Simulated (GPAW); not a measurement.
# Dielectric function and optical constants of KTaO3

Aim: the dielectric function of KTaO3, and the optical constants that follow from it.

Program: GPAW 26.7.0. Level of theory: DFT, PBE, plane-wave PAW (GPAW data sets), scalar-relativistic, RPA, optical limit. Results are calculated unless marked as measured.

**1. Starting point**

It takes space group Pm-3m (No. 221, cubic). The conventional cell has a = 3.988 Å, b = 3.988 Å, c = 3.988 Å, α = 90.00°, β = 90.00°, γ = 90.00°. Ta has 6 O at 1.99 Å nearest. Nearest to K lie 12 O at 2.82 Å. O has 2 Ta at 1.99 Å and 4 K at 2.82 Å nearest. Farther neighbours and most contacts between anions are not listed.

**2. Ground state**

The self-consistent density comes first; it also tells whether there is a gap, which decides the occupations and the need for a Drude term.

This step: DFT, PBE, plane-wave PAW (GPAW data sets), scalar-relativistic, ground state (GPAW 26.7.0).

gs.py reads:

```python
from ase import Atoms
from ase.dft.bandgap import bandgap
from gpaw import GPAW, PW, FermiDirac

atoms = Atoms(['Ta', 'K', 'O', 'O', 'O'],
              cell=[[3.988300000000, 0.000000000000, 0.000000000000],
                    [0.000000000000, 3.988300000000, 0.000000000000],
                    [0.000000000000, 0.000000000000, 3.988300000000]],
              scaled_positions=[[0.000000000000, 0.000000000000, 0.000000000000],
                                [0.500000000000, 0.500000000000, 0.500000000000],
                                [0.000000000000, 0.000000000000, 0.500000000000],
                                [0.000000000000, 0.500000000000, 0.000000000000],
                                [0.500000000000, 0.000000000000, 0.000000000000]],
              pbc=[True, True, True])
atoms.calc = GPAW(mode=PW(500), xc='PBE', kpts={'size': (6, 6, 6), 'gamma': True},
                  occupations=FermiDirac(0.05), maxiter=150, txt='gs.txt')
print('energy (eV)', atoms.get_potential_energy())
print('Fermi level (eV)', atoms.calc.get_fermi_level())
print('valence electrons', atoms.calc.get_number_of_electrons())
print('gap (eV)', bandgap(atoms.calc, output=None)[0])
print('direct gap (eV)', bandgap(atoms.calc, direct=True, output=None)[0])
atoms.calc.write('gs.gpw')
```

Started as:

```console
$ OMP_NUM_THREADS=1 python gs.py
```

Numbers of over 12 decimals in the logs are rounded to 6 here.

What it wrote:

```text
__  _  _
 | _ |_)|_||  |
 |__||  | ||/\| - 26.7.0

Versions:
  Python: 3.12.14
  ASE:    3.29.0
  Numpy:  2.5.5
  Scipy:  1.18.1
  Libxc:  7.0.0

Input parameters:
  mode=PW(ecut=500.0),
  kpts=MonkhorstPack(size=(6, 6, 6), gamma=True),
  maxiter=150,
  occupations=Occupations(name='fermi-dirac', width=0.05, fixmagmom=False),
  xc=XC(name='PBE')

Diagonalizing LCAO Hamiltonian
Converting LCAO to pw mode
   .---------.
  /|         |
 * |         |
 | |         |
 | |   K     |
 O .---------.
 |O         /
 Ta---O----*

Atoms  # Å, Bohr magnetons
|   | symbol |        x |        y |        z |    initial magnetic moments |
| 0 |     Ta | 0.000000 | 0.000000 | 0.000000 | ( 0.0000,  0.0000,  0.0000) |
| 1 |      K | 1.994150 | 1.994150 | 1.994150 | ( 0.0000,  0.0000,  0.0000) |
| 2 |      O | 0.000000 | 0.000000 | 1.994150 | ( 0.0000,  0.0000,  0.0000) |
| 3 |      O | 0.000000 | 1.994150 | 0.000000 | ( 0.0000,  0.0000,  0.0000) |
| 4 |      O | 1.994150 | 0.000000 | 0.000000 | ( 0.0000,  0.0000,  0.0000) |

Unit cell  # Å
| periodic |        x |        y |        z |  lengths |    angles |
|      yes | 3.988300 | 0.000000 | 0.000000 | 3.988300 | 90.000000 |
|      yes | 0.000000 | 3.988300 | 0.000000 | 3.988300 | 90.000000 |
|      yes | 0.000000 | 0.000000 | 3.988300 | 3.988300 | 90.000000 |

Number of symmetries: 48
Symmetry operations  # r_c * U_cc + t_c -> r_c
|    | kind |            matrix            |
|  0 |  E   |  1, 0, 0,  0, 1, 0,  0, 0, 1 |
|  1 |  σ   |  1, 0, 0,  0, 1, 0,  0, 0,-1 |
|  2 |  σ   |  1, 0, 0,  0, 0, 1,  0, 1, 0 |
|  3 |  C4  |  1, 0, 0,  0, 0, 1,  0,-1, 0 |
|  4 |  C4  |  1, 0, 0,  0, 0,-1,  0, 1, 0 |
|  5 |  σ   |  1, 0, 0,  0, 0,-1,  0,-1, 0 |
|  6 |  σ   |  1, 0, 0,  0,-1, 0,  0, 0, 1 |
|  7 |  C2  |  1, 0, 0,  0,-1, 0,  0, 0,-1 |
|  8 |  σ   |  0, 1, 0,  1, 0, 0,  0, 0, 1 |
|  9 |  C2  |  0, 1, 0,  1, 0, 0,  0, 0,-1 |
| 10 |  C3  |  0, 1, 0,  0, 0, 1,  1, 0, 0 |
| 11 |  S6  |  0, 1, 0,  0, 0, 1, -1, 0, 0 |
| 12 |  S6  |  0, 1, 0,  0, 0,-1,  1, 0, 0 |
| 13 |  C3  |  0, 1, 0,  0, 0,-1, -1, 0, 0 |
| 14 |  C4  |  0, 1, 0, -1, 0, 0,  0, 0, 1 |
| 15 |  S4  |  0, 1, 0, -1, 0, 0,  0, 0,-1 |
| 16 |  C3  |  0, 0, 1,  1, 0, 0,  0, 1, 0 |
| 17 |  S6  |  0, 0, 1,  1, 0, 0,  0,-1, 0 |
| 18 |  σ   |  0, 0, 1,  0, 1, 0,  1, 0, 0 |
| 19 |  C4  |  0, 0, 1,  0, 1, 0, -1, 0, 0 |
| 20 |  C2  |  0, 0, 1,  0,-1, 0,  1, 0, 0 |
| 21 |  S4  |  0, 0, 1,  0,-1, 0, -1, 0, 0 |
| 22 |  S6  |  0, 0, 1, -1, 0, 0,  0, 1, 0 |
| 23 |  C3  |  0, 0, 1, -1, 0, 0,  0,-1, 0 |
| 24 |  S6  |  0, 0,-1,  1, 0, 0,  0, 1, 0 |
| 25 |  C3  |  0, 0,-1,  1, 0, 0,  0,-1, 0 |
| 26 |  C4  |  0, 0,-1,  0, 1, 0,  1, 0, 0 |
| 27 |  σ   |  0, 0,-1,  0, 1, 0, -1, 0, 0 |
| 28 |  S4  |  0, 0,-1,  0,-1, 0,  1, 0, 0 |
| 29 |  C2  |  0, 0,-1,  0,-1, 0, -1, 0, 0 |
| 30 |  C3  |  0, 0,-1, -1, 0, 0,  0, 1, 0 |
| 31 |  S6  |  0, 0,-1, -1, 0, 0,  0,-1, 0 |
| 32 |  C4  |  0,-1, 0,  1, 0, 0,  0, 0, 1 |
| 33 |  S4  |  0,-1, 0,  1, 0, 0,  0, 0,-1 |
| 34 |  S6  |  0,-1, 0,  0, 0, 1,  1, 0, 0 |
| 35 |  C3  |  0,-1, 0,  0, 0, 1, -1, 0, 0 |
| 36 |  C3  |  0,-1, 0,  0, 0,-1,  1, 0, 0 |
| 37 |  S6  |  0,-1, 0,  0, 0,-1, -1, 0, 0 |
| 38 |  σ   |  0,-1, 0, -1, 0, 0,  0, 0, 1 |
| 39 |  C2  |  0,-1, 0, -1, 0, 0,  0, 0,-1 |
| 40 |  σ   | -1, 0, 0,  0, 1, 0,  0, 0, 1 |
| 41 |  C2  | -1, 0, 0,  0, 1, 0,  0, 0,-1 |
| 42 |  C2  | -1, 0, 0,  0, 0, 1,  0, 1, 0 |
| 43 |  S4  | -1, 0, 0,  0, 0, 1,  0,-1, 0 |
| 44 |  S4  | -1, 0, 0,  0, 0,-1,  0, 1, 0 |
| 45 |  C2  | -1, 0, 0,  0, 0,-1,  0,-1, 0 |
| 46 |  C2  | -1, 0, 0,  0,-1, 0,  0, 0, 1 |
| 47 |  i   | -1, 0, 0,  0,-1, 0,  0, 0,-1 |

BZ-sampling:
  Number of BZ points: 216
  Number of IBZ points: 20

  Monkhorst-Pack size: [6, 6, 6]
  Monkhorst-Pack shift: [0.083333, 0.083333, 0.083333]

K-points  # in reciprocal-cell coordinates
|     |                                coordinates |     weight |
|   0 | (  0.00000000,   0.00000000,   0.00000000) | 0.00462963 |
|   1 | (  0.16666667,   0.00000000,   0.00000000) | 0.02777778 |
|   2 | (  0.16666667,   0.16666667,   0.00000000) | 0.05555556 |
|   3 | (  0.16666667,   0.16666667,   0.16666667) | 0.03703704 |
|   4 | (  0.33333333,   0.00000000,   0.00000000) | 0.02777778 |
|   5 | (  0.33333333,   0.16666667,   0.00000000) | 0.11111111 |
|   6 | (  0.33333333,   0.16666667,   0.16666667) | 0.11111111 |
|   7 | (  0.33333333,   0.33333333,   0.00000000) | 0.05555556 |
|   8 | (  0.33333333,   0.33333333,   0.16666667) | 0.11111111 |
|   9 | (  0.33333333,   0.33333333,   0.33333333) | 0.03703704 |
| ... |                                            |            |
|  19 | (  0.50000000,   0.50000000,   0.50000000) | 0.00462963 |

Plane wave coefficients: 1640
Cutoff: 500.0 eV

Spin-components: 1 (collinear spins)
Bands:           28
Projectors:      26
Spin-degeneracy: 2
Datatype:        complex128

Parallelization:
  kpt:    1
  domain: 1
  band:   1

Density:
  Valence electrons: 40.0
  Components: 1
  Grid points: [21 21 21]
  Charge: 0.0  # |e|

Potential:
  Grid points: [21 21 21]

species:
  Ta:
    name:    Tantalum
    id:
    Z:       73.0
    valence: 13
    core:    60
    charge:  0.0  # [|e|]
    compensation charges:
      type: gauss
      rc: 0.42  # [Å]
      lmax: 2
    cutoffs:
      filter: 2.36  # [Å]
      core: 3.45  # [Å]
    projectors
    | kind |    occ | energy [eV] | rcut [Å] |
    |   5s |  2.000 |     -72.790 |    1.365 |
    |   6s |  2.000 |      -5.429 |    1.365 |
    |   5p |  6.000 |     -39.427 |    1.349 |
    |   6p |  0.000 |      -1.396 |    1.349 |
    |   5d |  3.000 |      -3.603 |    1.307 |
    |    d |        |      23.609 |    1.307 |

    Using partial waves for Ta as LCAO basis

  K:
    name:    Potassium
    id:
    Z:       19.0
    valence: 9
    core:    10
    charge:  0.0  # [|e|]
    compensation charges:
      type: gauss
      rc: 0.35  # [Å]
      lmax: 2
    cutoffs:
      filter: 1.91  # [Å]
      core: 1.27  # [Å]
    projectors
    | kind |    occ | energy [eV] | rcut [Å] |
    |   3s |  2.000 |     -35.338 |    1.122 |
    |   4s |  1.000 |      -2.319 |    1.122 |
    |   3p |  6.000 |     -18.813 |    1.106 |
    |    p |        |       8.398 |    1.106 |
    |    d |        |       0.000 |    0.937 |

    Using partial waves for K as LCAO basis

  O:
    name:    Oxygen
    id:
    Z:       8.0
    valence: 6
    core:    2
    charge:  0.0  # [|e|]
    compensation charges:
      type: gauss
      rc: 0.21  # [Å]
      lmax: 2
    cutoffs:
      filter: 1.17  # [Å]
      core: 0.83  # [Å]
    projectors
    | kind |    occ | energy [eV] | rcut [Å] |
    |   2s |  2.000 |     -23.961 |    0.688 |
    |   2p |  4.000 |      -9.029 |    0.598 |
    |    s |        |       3.251 |    0.688 |
    |    p |        |      18.182 |    0.598 |
    |    d |        |       0.000 |    0.619 |

    Using partial waves for O as LCAO basis

Reference energy: -446677.251523  # eV

eigensolver:
  PPCG
  Converge bands: occupied
  niter=2

density mixing:
  MSR1-Mixer
  Pratt-step length: 0.05
  Maximum mixing coefficient: 0.75
  Old densities: 10
  SVD Regularization: 0.005
  Good broyden scale: 1.0
  Trust region scale: 1.0
  Backstep threshold: 4.0
  History deletion threshold: 6.0
  Fourier metric: weight=20.0, sigma=0.015

occupation numbers:
  Fermi-Dirac:
    width: 0.0500  # eV

poisson solver:
  ecut: 4000.0  # eV

xc functional:
  name: PBE with 2 nearest neighbor stencil

convergence criteria:
- Maximum [total energy] change in last 3 cyles: 0.0005 eV / valence electron
- Maximum integral of absolute [dens]ity change: 0.0001 electrons / valence electron
- Maximum integral of absolute [eigenst]ate change: 4e-08 eV^2 / valence electron
maximum number of iterations: 150

SCF iterations
|iter     |      energy | eigst |  dens |
|iter:   1||  -43.983308 | -0.15 |       |
|iter:   2||  -42.441029 | -1.76 | -0.87 |
|iter:   3||  -38.717361 | -0.51 | -0.93 |
|iter:   4||  -38.677606 | -2.26 | -1.54 |
|iter:   5||  -38.680558 | -2.91 | -1.76 |
|iter:   6||  -38.679556c| -4.11 | -2.63 |
|iter:   7||  -38.679643c| -5.23 | -3.11 |
|iter:   8||  -38.679652c| -6.62 | -3.67 |
|iter:   9||  -38.679652c| -7.80c| -4.39c|

Converged in 9 steps
SCF loop duration: 9.425 s (1.047 s/step)
Energy contributions relative to reference atoms: (reference = -446677.251523)

Energy contributions:
  Kinetic:          29.470172
  Coulomb:         -32.183696
  Zero:             -0.488697
  External:          0.000000
  Xc:              -35.477431
  Entropy:          -0.000000
  Spinorbit:         0.000000
  ----------------------------
  Free energy:     -38.679652
  Extrapolated:    -38.679652

dipole moment: (-36.877696, -36.877696, -36.877696)  # |e|*Ang

Fermi level: 6.458
Eigenvalues  # (at kpt = [0.000, 0.000, 0.000])
| band index |      eig [eV] | occ [0-2] |
|          0 |       -62.009 |     2.000 |
|        ... |               |           |
|         12 |         3.022 |     2.000 |
|         13 |         3.022 |     2.000 |
|         14 |         4.384 |     2.000 |
|         15 |         4.384 |     2.000 |
|         16 |         4.384 |     2.000 |
|         17 |         4.802 |     2.000 |
|         18 |         4.802 |     2.000 |
|         19 |         4.802 |     2.000 |
|         20 |         7.604 |     0.000 |
|         21 |         7.604 |     0.000 |
|         22 |         7.604 |     0.000 |
|         23 |        12.043 |     0.000 |
|         24 |        12.171 |     0.000 |
|         25 |        12.171 |     0.000 |
|         26 |        13.479 |     0.000 |
|         27 |        13.479 |     0.000 |

Gap: 2.180 eV
Transition (v -> c):
  (s=0, k=18, n=19, [0.50, 0.50, 0.33]) -> (s=0, k=0, n=20, [0.00, 0.00, 0.00])
Direct/indirect transitions are different
Direct gap: 2.802 eV
Transition at: (s=0, k=0, n=19, [0.00, 0.00, 0.00])

--- standard output ---
energy (eV) -38.679652
Fermi level (eV) 6.458397
valence electrons 40.0
gap (eV) 2.179888
direct gap (eV) 2.801823
```

It took 13 s on 1 thread of AMD EPYC 9R14 (Zen 4), shared host; peak memory 0.17 GiB.

This step gave:

```
energy                 : -38.68 eV
Fermi energy           : 6.458 eV
gap on the k-mesh      : 2.180 eV
direct gap on the mesh : 2.802 eV
electrons              : 40
```

There is a gap, 2.18 eV on this mesh (points off the mesh can give less), so no carriers' term is needed.

**3. Bands for the response**

The response needs many more empty bands than the density does.

This step: DFT, PBE, plane-wave PAW (GPAW data sets), scalar-relativistic, bands at fixed density (GPAW 26.7.0).

nscf.py reads:

```python
from ase.dft.bandgap import bandgap
from gpaw import GPAW, FermiDirac

calc = GPAW('gs.gpw').fixed_density(kpts={'size': (7, 7, 7), 'gamma': True}, nbands=56, convergence={'bands': 50},
                                    occupations=FermiDirac(0.001), txt='nscf.txt')
print('gap (eV)', bandgap(calc, output=None)[0])
print('direct gap (eV)', bandgap(calc, direct=True, output=None)[0])
print('top band over the Fermi level (eV)', min(calc.get_eigenvalues(kpt=k)[49] for k in range(len(calc.get_ibz_k_points()))) - calc.get_fermi_level())
calc.write('full.gpw', mode='all')
```

Started as:

```console
$ OMP_NUM_THREADS=1 python nscf.py
```

What it wrote:

```text
Diagonalizing LCAO Hamiltonian
Converting LCAO to pw mode
convergence criteria:
- Maximum integral of absolute [eigenst]ate change: 4e-08 eV^2 / valence electron
maximum number of iterations: 150

SCF iterations
|iter     |      energy | eigst |  dens |
|iter:   1||             | +3.22 |       |
|iter:   2||             | +2.05 |       |
|iter:   3||             | +0.88 |       |
|iter:   4||             | -0.44 |       |
|iter:   5||             | -1.38 |       |
|iter:   6||             | -2.48 |       |
|iter:   7||             | -3.40 |       |
|iter:   8||             | -4.48 |       |
|iter:   9||             | -5.36 |       |
|iter:  10||             | -6.44 |       |
|iter:  11||             | -7.18 |       |
|iter:  12||             | -7.68c|       |
SCF steps: 12
  __  _  _
 | _ |_)|_||  |
 |__||  | ||/\| - 26.7.0

Versions:
  Python: 3.12.14
  ASE:    3.29.0
  Numpy:  2.5.5
  Scipy:  1.18.1
  Libxc:  7.0.0

Input parameters:
  mode=PW(ecut=500.0),
  convergence={'bands': 50},
  gpts=array([21, 21, 21]),
  kpts=MonkhorstPack(size=(7, 7, 7), gamma=True),
  maxiter=150,
  nbands=56,
  occupations=Occupations(name='fermi-dirac', width=0.001, fixmagmom=False),
  parallel={},
  xc=XC(name='PBE')

--- standard output ---
gap (eV) 2.235114
direct gap (eV) 2.801823
top band over the Fermi level (eV) 27.287763
```

Elapsed: 24 s, on 1 thread; peak memory 0.2 GiB.

Numbers from this step:

* gap on the k-mesh: 2.235 eV

[end of part 1 of 2]

[Machine, clock and banner lines and Python warnings are left out of the logs.]

[Logs are printed without paths, hosts, clocks, repeated set-up lines and the standing remarks that a program may print on its own settings, such as how far it seeks lower states.]

[Hosts, paths, dates, database ids (printed as entryN), source tags and the programs' standing remarks are cut or masked in the printed files.]
